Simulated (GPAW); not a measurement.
# BN: optical spectrum from first principles

Wanted: where BN starts to absorb, how strongly, and its refractive index. The cell comes from an older database entry, whose edges can differ from later determinations, mostly by under a per cent.

Main program and level: GPAW 26.7.0; DFT, PBE, plane-wave PAW (GPAW data sets), scalar-relativistic, RPA, optical limit.

The database entry behind the starting cell differs from later determinations by our own check (about 0.3 % short, minor phase), so it need not match the best structure at ambient conditions.

**1. The starting structure**

Symmetry: P6_3/mmc, No. 194, hexagonal system. The conventional cell has a = 2.498 Å, b = 2.498 Å, c = 6.636 Å, α = 90.00°, β = 90.00°, γ = 120.00°. Nearest to N lie 3 B at 1.44 Å. Nearest to B lie 3 N at 1.44 Å. Farther neighbours and most contacts between anions are not listed.

Structure file:

```cif
data_structure
_symmetry_space_group_name_H-M 'P 1'
_symmetry_Int_Tables_number 1
_cell_length_a 2.4982
_cell_length_b 2.4982
_cell_length_c 6.6357
_cell_angle_alpha 90.000
_cell_angle_beta 90.000
_cell_angle_gamma 120.000
_cell_volume 35.87
loop_
_atom_site_label
_atom_site_type_symbol
_atom_site_fract_x
_atom_site_fract_y
_atom_site_fract_z
_atom_site_occupancy
N1 N 0.66667 0.33333 0.25000 1
N2 N 0.33333 0.66667 0.75000 1
B3 B 0.66667 0.33333 0.75000 1
B4 B 0.33333 0.66667 0.25000 1
```

**2. Ground state**

First the ground state: is it a metal or has it a gap?

This step: DFT, PBE, plane-wave PAW (GPAW data sets), scalar-relativistic, ground state (GPAW 26.7.0).

File gs.py:

```python
from ase import Atoms
from ase.dft.bandgap import bandgap
from gpaw import GPAW, PW, FermiDirac

atoms = Atoms(['N', 'N', 'B', 'B'],
              cell=[[2.498240000000, 0.000000000000, 0.000000000000],
                    [-1.249120000000, 2.163539304800, 0.000000000000],
                    [0.000000000000, 0.000000000000, 6.635700000000]],
              scaled_positions=[[0.666666666700, 0.333333333300, 0.250000000000],
                                [0.333333333300, 0.666666666700, 0.750000000000],
                                [0.666666666700, 0.333333333300, 0.750000000000],
                                [0.333333333300, 0.666666666700, 0.250000000000]],
              pbc=[True, True, True])
atoms.calc = GPAW(mode=PW(550), xc='PBE', kpts={'size': (12, 12, 4), 'gamma': True},
                  occupations=FermiDirac(0.05), maxiter=150, txt='gs.txt')
print('energy (eV)', atoms.get_potential_energy())
print('Fermi level (eV)', atoms.calc.get_fermi_level())
print('valence electrons', atoms.calc.get_number_of_electrons())
print('gap (eV)', bandgap(atoms.calc, output=None)[0])
print('direct gap (eV)', bandgap(atoms.calc, direct=True, output=None)[0])
atoms.calc.write('gs.gpw')
```

Run with:

```bash
$ OMP_NUM_THREADS=1 python gs.py
```

Numbers of over 12 decimals in the logs are rounded to 6 here.

Log:

```text
__  _  _
 | _ |_)|_||  |
 |__||  | ||/\| - 26.7.0

Versions:
  Python: 3.12.14
  ASE:    3.29.0
  Numpy:  2.5.5
  Scipy:  1.18.1
  Libxc:  7.0.0

Input parameters:
  mode=PW(ecut=550.0),
  kpts=MonkhorstPack(size=(12, 12, 4), gamma=True),
  maxiter=150,
  occupations=Occupations(name='fermi-dirac', width=0.05, fixmagmom=False),
  xc=XC(name='PBE')

Diagonalizing LCAO Hamiltonian
Converting LCAO to pw mode

        N B

        B N

Atoms  # Å, Bohr magnetons
|   | symbol |         x |        y |        z |    initial magnetic moments |
| 0 |      N |  1.249120 | 0.721180 | 1.658925 | ( 0.0000,  0.0000,  0.0000) |
| 1 |      N | -0.000000 | 1.442360 | 4.976775 | ( 0.0000,  0.0000,  0.0000) |
| 2 |      B |  1.249120 | 0.721180 | 4.976775 | ( 0.0000,  0.0000,  0.0000) |
| 3 |      B | -0.000000 | 1.442360 | 1.658925 | ( 0.0000,  0.0000,  0.0000) |

Unit cell  # Å
| periodic |         x |        y |        z |  lengths |     angles |
|      yes |  2.498240 | 0.000000 | 0.000000 | 2.498240 |  90.000000 |
|      yes | -1.249120 | 2.163539 | 0.000000 | 2.498240 |  90.000000 |
|      yes |  0.000000 | 0.000000 | 6.635700 | 6.635700 | 120.000000 |

Number of symmetries: 12
Symmetry operations  # r_c * U_cc + t_c -> r_c
|    | kind |            matrix            |
|  0 |  σ   |  1, 1, 0,  0,-1, 0,  0, 0, 1 |
|  1 |  S6  |  1, 1, 0, -1, 0, 0,  0, 0,-1 |
|  2 |  E   |  1, 0, 0,  0, 1, 0,  0, 0, 1 |
|  3 |  C2  |  1, 0, 0, -1,-1, 0,  0, 0,-1 |
|  4 |  C2  |  0, 1, 0,  1, 0, 0,  0, 0,-1 |
|  5 |  C3  |  0, 1, 0, -1,-1, 0,  0, 0, 1 |
|  6 |  S6  |  0,-1, 0,  1, 1, 0,  0, 0,-1 |
|  7 |  σ   |  0,-1, 0, -1, 0, 0,  0, 0, 1 |
|  8 |  σ   | -1, 0, 0,  1, 1, 0,  0, 0, 1 |
|  9 |  i   | -1, 0, 0,  0,-1, 0,  0, 0,-1 |
| 10 |  C3  | -1,-1, 0,  1, 0, 0,  0, 0, 1 |
| 11 |  C2  | -1,-1, 0,  0, 1, 0,  0, 0,-1 |

BZ-sampling:
  Number of BZ points: 576
  Number of IBZ points: 69

  Monkhorst-Pack size: [12, 12, 4]
  Monkhorst-Pack shift: [0.041667, 0.041667, 0.125]

K-points  # in reciprocal-cell coordinates
|     |                                coordinates |     weight |
|   0 | ( -0.00000000,  -0.00000000,   0.00000000) | 0.00173611 |
|   1 | ( -0.00000000,  -0.00000000,   0.25000000) | 0.00347222 |
|   2 | ( -0.00000000,  -0.00000000,   0.50000000) | 0.00173611 |
|   3 | (  0.08333333,  -0.00000000,  -0.25000000) | 0.01041667 |
|   4 | (  0.08333333,  -0.00000000,   0.00000000) | 0.01041667 |
|   5 | (  0.08333333,  -0.00000000,   0.25000000) | 0.01041667 |
|   6 | (  0.08333333,  -0.00000000,   0.50000000) | 0.01041667 |
|   7 | (  0.16666667,  -0.08333333,   0.00000000) | 0.01041667 |
|   8 | (  0.16666667,  -0.08333333,   0.25000000) | 0.02083333 |
|   9 | (  0.16666667,  -0.08333333,   0.50000000) | 0.01041667 |
| ... |                                            |            |
|  68 | (  0.50000000,   0.50000000,   0.50000000) | 0.00520833 |

Plane wave coefficients: 1068
Cutoff: 550.0 eV

Spin-components: 1 (collinear spins)
Bands:           14
Projectors:      20
Spin-degeneracy: 2
Datatype:        complex128

Parallelization:
  kpt:    1
  domain: 1
  band:   1

Density:
  Valence electrons: 16.0
  Components: 1
  Grid points: [14 14 36]
  Charge: 0.0  # |e|

Potential:
  Grid points: [14 14 36]

species:
  N:
    name:    Nitrogen
    id:
    Z:       7.0
    valence: 5
    core:    2
    charge:  0.0  # [|e|]
    compensation charges:
      type: gauss
      rc: 0.18  # [Å]
      lmax: 2
    cutoffs:
      filter: 1.11  # [Å]
      core: 0.96  # [Å]
    projectors
    | kind |    occ | energy [eV] | rcut [Å] |
    |   2s |  2.000 |     -18.583 |    0.603 |
    |   2p |  3.000 |      -7.089 |    0.529 |
    |    s |        |       8.629 |    0.603 |
    |    p |        |      20.123 |    0.529 |
    |    d |        |       0.000 |    0.577 |

    Using partial waves for N as LCAO basis

  B:
    name:    Boron
    id:
    Z:       5.0
    valence: 3
    core:    2
    charge:  0.0  # [|e|]
    compensation charges:
      type: gauss
      rc: 0.20  # [Å]
      lmax: 2
    cutoffs:
      filter: 1.14  # [Å]
      core: 1.38  # [Å]
    projectors
    | kind |    occ | energy [eV] | rcut [Å] |
    |   2s |  2.000 |      -9.443 |    0.635 |
    |   2p |  1.000 |      -3.606 |    0.635 |
    |    s |        |      17.768 |    0.635 |
    |    p |        |      23.605 |    0.635 |
    |    d |        |       0.000 |    0.635 |

    Using partial waves for B as LCAO basis

Reference energy: -4302.422143  # eV

eigensolver:
  PPCG
  Converge bands: occupied
  niter=2

density mixing:
  MSR1-Mixer
  Pratt-step length: 0.05
  Maximum mixing coefficient: 0.75
  Old densities: 10
  SVD Regularization: 0.005
  Good broyden scale: 1.0
  Trust region scale: 1.0
  Backstep threshold: 4.0
  History deletion threshold: 6.0
  Fourier metric: weight=20.0, sigma=0.015

occupation numbers:
  Fermi-Dirac:
    width: 0.0500  # eV

poisson solver:
  ecut: 4400.0  # eV

xc functional:
  name: PBE with 2 nearest neighbor stencil

convergence criteria:
- Maximum [total energy] change in last 3 cyles: 0.0005 eV / valence electron
- Maximum integral of absolute [dens]ity change: 0.0001 electrons / valence electron
- Maximum integral of absolute [eigenst]ate change: 4e-08 eV^2 / valence electron
maximum number of iterations: 150

SCF iterations
|iter     |      energy | eigst |  dens |
|iter:   1||  -37.558398 | +0.46 |       |
|iter:   2||  -36.964677 | -1.26 | -0.65 |
|iter:   3||  -34.617156 | -0.55 | -0.70 |
|iter:   4||  -34.568681 | -1.97 | -1.33 |
|iter:   5||  -34.567014 | -2.87 | -1.70 |
|iter:   6||  -34.567390c| -4.12 | -2.32 |
|iter:   7||  -34.567384c| -5.47 | -3.23 |
|iter:   8||  -34.567385c| -6.94 | -3.94 |
|iter:   9||  -34.567385c| -7.74c| -4.69c|

Converged in 9 steps
SCF loop duration: 14.546 s (1.616 s/step)
Energy contributions relative to reference atoms: (reference = -4302.422143)

Energy contributions:
  Kinetic:          32.813800
  Coulomb:         -32.189870
  Zero:             -0.080211
  External:          0.000000
  Xc:              -35.111104
  Entropy:          -0.000000
  Spinorbit:         0.000000
  ----------------------------
  Free energy:     -34.567385
  Extrapolated:    -34.567385

dipole moment: (0.000000, 0.000000, 0.000001)  # |e|*Ang

Fermi level: 5.127
Eigenvalues  # (at kpt = [-0.000, -0.000, 0.000])
| band index |      eig [eV] | occ [0-2] |
|          0 |       -13.799 |     2.000 |
|          1 |       -13.506 |     2.000 |
|          2 |        -2.168 |     2.000 |
|          3 |        -0.043 |     2.000 |
|          4 |         2.769 |     2.000 |
|          5 |         2.769 |     2.000 |
|          6 |         2.794 |     2.000 |
|          7 |         2.795 |     2.000 |
|          8 |         9.339 |     0.000 |
|          9 |        14.470 |     0.000 |
|         10 |        15.702 |     0.000 |
|         11 |        15.702 |     0.000 |
|         12 |        16.399 |     0.000 |
|         13 |        17.212 |     0.000 |

Gap: 4.275 eV
Transition (v -> c):
  (s=0, k=49, n=7, [0.42, 0.33, 0.00]) -> (s=0, k=66, n=8, [0.50, 0.50, 0.00])
Direct/indirect transitions are different
Direct gap: 4.655 eV
Transition at: (s=0, k=35, n=7, [0.33, 0.33, 0.50])

--- standard output ---
energy (eV) -34.567385
Fermi level (eV) 5.126819
valence electrons 16.0
gap (eV) 4.274627
direct gap (eV) 4.655256
```

Run time: 17 s. Hardware: 1 thread of Arm Neoverse V1, shared host; peak memory 0.16 GiB.

Read-outs, printed or worked out from the files:

```
energy                 : -34.57 eV
Fermi energy           : 5.127 eV
gap on the k-mesh      : 4.275 eV
direct gap on the mesh : 4.655 eV
electrons              : 16
```

There is a gap, 4.27 eV on this mesh (points off the mesh can give less), so no carriers' term is needed.

**3. Bands for the response**

At the fixed density, many empty bands are solved on the mesh of the response, since the spectrum sums over them.

This step: DFT, PBE, plane-wave PAW (GPAW data sets), scalar-relativistic, bands at fixed density (GPAW 26.7.0).

File nscf.py:

```python
from ase.dft.bandgap import bandgap
from gpaw import GPAW, FermiDirac

calc = GPAW('gs.gpw').fixed_density(kpts={'size': (15, 15, 5), 'gamma': True}, nbands=36, convergence={'bands': 30},
                                    occupations=FermiDirac(0.001), txt='nscf.txt')
print('gap (eV)', bandgap(calc, output=None)[0])
print('direct gap (eV)', bandgap(calc, direct=True, output=None)[0])
print('top band over the Fermi level (eV)', min(calc.get_eigenvalues(kpt=k)[29] for k in range(len(calc.get_ibz_k_points()))) - calc.get_fermi_level())
calc.write('full.gpw', mode='all')
```

Run with:

```bash
$ OMP_NUM_THREADS=1 python nscf.py
```

Log:

```text
Diagonalizing LCAO Hamiltonian
Converting LCAO to pw mode
convergence criteria:
- Maximum integral of absolute [eigenst]ate change: 4e-08 eV^2 / valence electron
maximum number of iterations: 150

SCF iterations
|iter     |      energy | eigst |  dens |
|iter:   1||             | +3.16 |       |
|iter:   2||             | +1.66 |       |
|iter:   3||             | +0.29 |       |
|iter:   4||             | -0.93 |       |
|iter:   5||             | -2.29 |       |
|iter:   6||             | -3.44 |       |
|iter:   7||             | -4.56 |       |
|iter:   8||             | -5.60 |       |
|iter:   9||             | -6.72 |       |
|iter:  10||             | -7.43c|       |
SCF steps: 10
  __  _  _
 | _ |_)|_||  |
 |__||  | ||/\| - 26.7.0

Versions:
  Python: 3.12.14
  ASE:    3.29.0
  Numpy:  2.5.5
  Scipy:  1.18.1
  Libxc:  7.0.0

Input parameters:
  mode=PW(ecut=550.0),
  convergence={'bands': 30},
  gpts=array([14, 14, 36]),
  kpts=MonkhorstPack(size=(15, 15, 5), gamma=True),
  maxiter=150,
  nbands=36,
  occupations=Occupations(name='fermi-dirac', width=0.001, fixmagmom=False),
  parallel={},
  xc=XC(name='PBE')

--- standard output ---
gap (eV) 4.285842
direct gap (eV) 4.668038
top band over the Fermi level (eV) 32.029927
```

Elapsed: 74 s, on 1 thread; peak memory 0.24 GiB.

Read-outs, printed or worked out from the files:

| Property | Result |
| --- | --- |
| gap on the k-mesh | 4.286 eV |
| direct gap on the mesh | 4.668 eV |

**4. Dielectric function, RPA**

Transitions between filled and empty bands, summed over the zone, give the optical response, so mesh, band count and broadening shape it.

The induced potential is part of this response.

This step: DFT, PBE, plane-wave PAW (GPAW data sets), scalar-relativistic, RPA, optical limit (GPAW 26.7.0).

File df.py:

```python
from gpaw.response.df import DielectricFunction

df = DielectricFunction('full.gpw', frequencies={'type': 'nonlinear', 'domega0': 0.03, 'omega2': 8},
                        ecut=50,
                        eta=0.12,
                        nbands=30,
                        txt='df.txt')
for direction in ['x', 'z']:
    df.get_dielectric_function(xc='RPA', direction=direction, filename=f'df_{direction}.csv')
```

Run with:

```bash
$ OMP_NUM_THREADS=1 python df.py
```

Log:

```text
Using integrator: PointIntegrator
NonLinearFrequencyDescriptor(from 0.000 to 53.918 eV, 475 points)
Nonperiodic BCs:  [False False False]
Using integrator: PointIntegrator
NonLinearFrequencyDescriptor(from 0.000 to 53.918 eV, 475 points)
Nonperiodic BCs:  [False False False]

Calculating chi0 body with:
    Ground state adapter containing:
    Number of spins: 1
    Number of kpoints: 1125
    Number of irreducible kpoints: 119
    Number of completely occupied states: 8
    Number of partially occupied states: 8

    Linear response parametrization:
    q_c: [0.0, 0.0, 0.0]
    Number of frequency points: 475
    Planewave cutoff: 50.0
    Number of bands: 30
    Number of planewaves: 37
    Broadening (eta): 0.12

Integrating chi0 body.

Symmetries of q_c:
    Direct symmetries (Uq -> q): 12
    Indirect symmetries (TUq -> q): 0
In total 12 allowed symmetries.

119 groups of equivalent kpoints. 89.422222% reduction.

Integral kind: spectral function

Calculating chi0 optical extensions with:
    Ground state adapter containing:
    Number of spins: 1
    Number of kpoints: 1125
    Number of irreducible kpoints: 119
    Number of completely occupied states: 8
    Number of partially occupied states: 8

    Linear response parametrization:
    Number of frequency points: 475
    Planewave cutoff: 50.0
    Number of bands: 30
    Number of planewaves: 37
    Broadening (eta): 0.12
Integrating chi0 head and wings.

Symmetries of q_c:
    Direct symmetries (Uq -> q): 12
    Indirect symmetries (TUq -> q): 0
In total 12 allowed symmetries.

119 groups of equivalent kpoints. 89.422222% reduction.

Integral kind: spectral function wings
```

The job ended after 10 s (1 thread; peak memory 0.23 GiB).

This step gave:

* electronic dielectric constant ε∞, mean over x, y and z (by symmetry where fewer were run): 3.918
* main peak of Im epsilon, first axis: 5.899 eV
* centre of weight of the strongest loss peak in the window: 8.019 eV

The Im ε has structure finer than the step of the table below, so its rows give means over 0.5 eV, whole bins alone (the curve runs from 0 to 14.0 eV). Peaks (eV: height): E ∥ x 5.92: 11.9; E ∥ z 4.89: 1.20, 10.31: 6.56.

Values under the direct gap are tails of Lorentzian lines. Im ε against photon energy; means over each step:

| photon energy (eV) | E ∥ x | E ∥ z |
| --- | --- | --- |
| 0.5 | 0.00853 | 0.00198 |
| 1.0 | 0.0179 | 0.00410 |
| 1.5 | 0.0290 | 0.00654 |
| 2.0 | 0.0435 | 0.00958 |
| 2.5 | 0.0643 | 0.0138 |
| 3.0 | 0.0977 | 0.0202 |
| 3.5 | 0.161 | 0.0325 |
| 4.0 | 0.326 | 0.0665 |
| 4.5 | 1.58 | 0.382 |
| 5.0 | 5.39 | 1.06 |
| 5.5 | 8.31 | 1.04 |
| 6.0 | 9.48 | 0.750 |
| 6.5 | 4.96 | 0.541 |
| 7.0 | 3.04 | 0.507 |
| 7.5 | 2.39 | 0.398 |
| 8.0 | 1.27 | 0.340 |
| 8.5 | 1.26 | 0.396 |
| 9.0 | 1.00 | 0.611 |
| 9.5 | 0.651 | 2.04 |
| 10.0 | 0.714 | 4.28 |
| 10.5 | 0.683 | 4.29 |
| 11.0 | 0.708 | 2.65 |
| 11.5 | 0.797 | 2.10 |
| 12.0 | 0.817 | 1.90 |
| 12.5 | 0.997 | 1.15 |
| 13.0 | 3.09 | 1.07 |
| 13.5 | 6.07 | 1.11 |

(Continued in part 2 of 2.)

[Machine, clock and banner lines and Python warnings are left out of the logs.]

[Logs are printed without paths, hosts, clocks, repeated set-up lines and the standing remarks that a program may print on its own settings, such as how far it seeks lower states.]

[Hosts, paths, dates, database ids (printed as entryN), source tags and the programs' standing remarks are cut or masked in the printed files.]
